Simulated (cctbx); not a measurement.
# Nd2Mo3O9: as given, inverted or twinned?

Space group I23 (no. 197), a = 9.4510 Å, b = 9.4510 Å, c = 9.4510 Å, α = 90.00°, β = 90.00°, γ = 90.00°.

```
atom  mult.       x       y       z  Ueq (Å²)
 Nd1      8  0.3028  0.3028  0.6972    0.0119
 Mo1     12     1/2  0.1583       0    0.0103
  O1     24  0.6765  0.2830  0.0208    0.0278
  O2     12  0.6376       0       0    0.0255
```

This is a model crystal, built by substitution and not relaxed, with assumed displacement parameters.

Data sets are simulated with cctbx and refined with Bijvoet mates kept apart; Flack x is then fitted as the share of an inverted twin with the atoms fixed, Hooft y from the Bijvoet differences. The group has rotations alone, so the crystal has a hand.

Untwinned crystal. What Flack and Hooft values should come out?

```
  λ (Å)  extinction (unmodelled)  d min (Å)  top counts  error (%)     model      R1  Flack x   s.u.  Hooft y   s.u.  pairs
0.71073                        0       0.77       40000          6  as given  0.0081   -0.023  0.007   -0.011  0.012    137
0.71073                        0       0.77       40000          6  inverted  0.0316    0.999  0.012    1.035  0.013    137
1.54184                        0       0.83       20000          6  as given  0.0083    0.005  0.002    0.000  0.005    106
```

With Mo Kα, x is close to 0 but 3 s.u. off; with the atoms held fixed the s.u. tends to be too small. With Cu Kα, x is within 3 s.u. of 0, so the hand is right. Inverting the model turns x into about 1 − x.

A further crystal gives:

```csv
λ (Å),extinction (unmodelled),d min (Å),top counts,error (%),model,R1,Flack x,s.u.,Hooft y,s.u.,pairs
0.71073,0,0.84,20000,6,as given,0.0240,0.779,0.016,0.806,0.018,106
```

**Question.** What is it?

It was simulated as an inversion twin with a fraction 0.8 of the inverted domain. Flack x is over 3 s.u. from both 0 and 1 and reads that fraction.

[Logs are printed without paths, hosts, clocks, repeated set-up lines and the standing remarks that a program may print on its own settings, such as how far it seeks lower states.]
